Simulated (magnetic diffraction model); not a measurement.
# Cs3Dy3Pd2Rh: the ordered moment from one line

Space group P-62m (no. 189), a = 9.3440 Å, c = 4.7020 Å.

```
site  atom    x       y    z
  3g    Dy    0  0.5862  1/2
  3f    Cs    0  0.2479    0
  2c    Pd  2/3     1/3    0
  1b    Rh    0       0  1/2
```

This is a made-up structure (elements placed in a structure type, unrelaxed), so the numbers test the method and describe no known phase.

Only Dy is taken to order (form factors of Dy3+); orders and moment sizes are assumed, and not adapted to the symmetry. Radiation: neutrons of λ = 4.2 Å (absorption by Dy left out), 8° to 90°; isotropic B of 0.13 Å² (Dy), 0.1 Å² (Cs), 0.11 Å² (Pd) and 0.12 Å² (Rh). The intensities are simulated: I ∝ L Σ (|F_N|² + |F_M⊥|²) for unpolarised neutrons, with F_M = 2.695 fm/μB × Σ f(s) S exp(2πi Q·r) exp(−B s²) at Q = H ± k (one set where k and −k are equivalent), only the part normal to Q counting and L = 1/(sin²θ cos θ). For collinear order S is the moment m, which repeats by lattice and centring translations R with the sign exp(−2πi k·R). Form factors are spin-only for 3d ions and dipole or tabulated for f ions, scattering lengths are Sears's of 1992, and absorption is left out. A label names one of the reflections at its angle. The strongest nuclear line in the range is 100, and lines under 0.2 are left out.

In a first state the assumed order is k = (0 0 1/2), collinear moments along [120], 5.6 μB on Dy; signs + at (0, 0.5862, 1/2), + at (0.4138, 0.4138, 1/2), + at (0.5862, 0, 1/2), with this pattern:

```tsv
2θ (°)	index	nuclear	magnetic
25.81	(0 0 1/2)	0.0	92.0
30.08	(1 0 0)	4.4	0.0
40.04	(1 0 1/2)	0.0	9.5
53.05	(0 0 1)	10.2	0.0
53.42	(1 1 0)	20.2	0.0
60.25	(1 1 1/2)	0.0	38.5
62.20	(1 0 1)	2.0	0.0
62.53	(2 0 0)	21.6	0.0
68.81	(2 0 1/2)	0.0	21.3
78.64	(1 1 1)	100.0	0.0
84.12	(0 0 3/2)	0.0	10.9
86.43	(2 0 1)	97.4	0.0
86.72	(2 1 0)	50.1	0.0
```

**Question.** Nearer the ordering temperature the line at 25.81° has total intensity 66.4 on the same scale, and all moments have shrunk alike. How large is the Dy moment?

The nuclear part, 0.0, stays, so the magnetic part is 66.4 against 92.0. It goes as m², so m = 5.6 × √(66.4/92.0) = 4.76 μB; the value used was 4.76 μB.

[Logs are printed without paths, hosts, clocks, repeated set-up lines and the standing remarks that a program may print on its own settings, such as how far it seeks lower states.]
